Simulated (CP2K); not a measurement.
Two runs for the C K edge of isocyanoacetonitrile. Run A: CP2K XAS_TDP, all-electron GAPW, PBEh(45%), aug-cc-pVDZ, TDA, no relativity. Run B differs in one setting.

First lines with a strength over 0.0015. A:

```
                       atom  energy (eV)  states  strength, one atom
           C1 (bonded to N)       281.69       1              0.0718
                                  281.81       1              0.0712
                                  286.45       1              0.0060
                                  287.31       1              0.0029
                                  287.32       1              0.0023
C3 (bonded to C, N and 2 H)       285.98       1              0.0207
                                  286.43       1              0.0143
                                  286.80       1              0.0062
                                  287.09       1              0.0144
                                  288.45       1              0.0149
     C4 (bonded to C and N)       282.40       1              0.0510
                                  282.62       1              0.0557
                                  285.32       1              0.0028
                                  286.07       1              0.0059
                                  287.28       1              0.0021
```

B:

```
                       atom  energy (eV)  states  strength, one atom
           C1 (bonded to N)       289.20       1              0.0699
                                  289.32       1              0.0693
                                  293.96       1              0.0058
                                  294.82       1              0.0028
                                  294.83       1              0.0022
C3 (bonded to C, N and 2 H)       292.34       1              0.0202
                                  292.79       1              0.0140
                                  293.16       1              0.0061
                                  293.45       1              0.0140
                                  294.81       1              0.0145
     C4 (bonded to C and N)       289.05       1              0.0499
                                  289.28       1              0.0545
                                  291.98       1              0.0027
                                  292.73       1              0.0057
                                  293.93       1              0.0020
```

**Question.** Which was it: the basis, the functional, scalar relativity switched on, GW2X switched on?

GW2X switched on. GW2X shifts an atom's lines together and keeps their spacings. Against PBEh(45%) in aug-cc-pVDZ, the leading lines move by +7.51 eV (C1, to 289.20), +6.36 eV (C3, to 292.34) and +6.65 eV (C4, to 289.05).

[Banner, clock and machine lines of the logs are left out without a mark of their own.]

[Logs are printed without paths, hosts, clocks, repeated set-up lines and the standing remarks that a program may print on its own settings, such as how far it seeks lower states.]

[Hosts, paths, dates, database ids (printed as entryN), source tags and the programs' standing remarks are cut or masked in the printed files.]
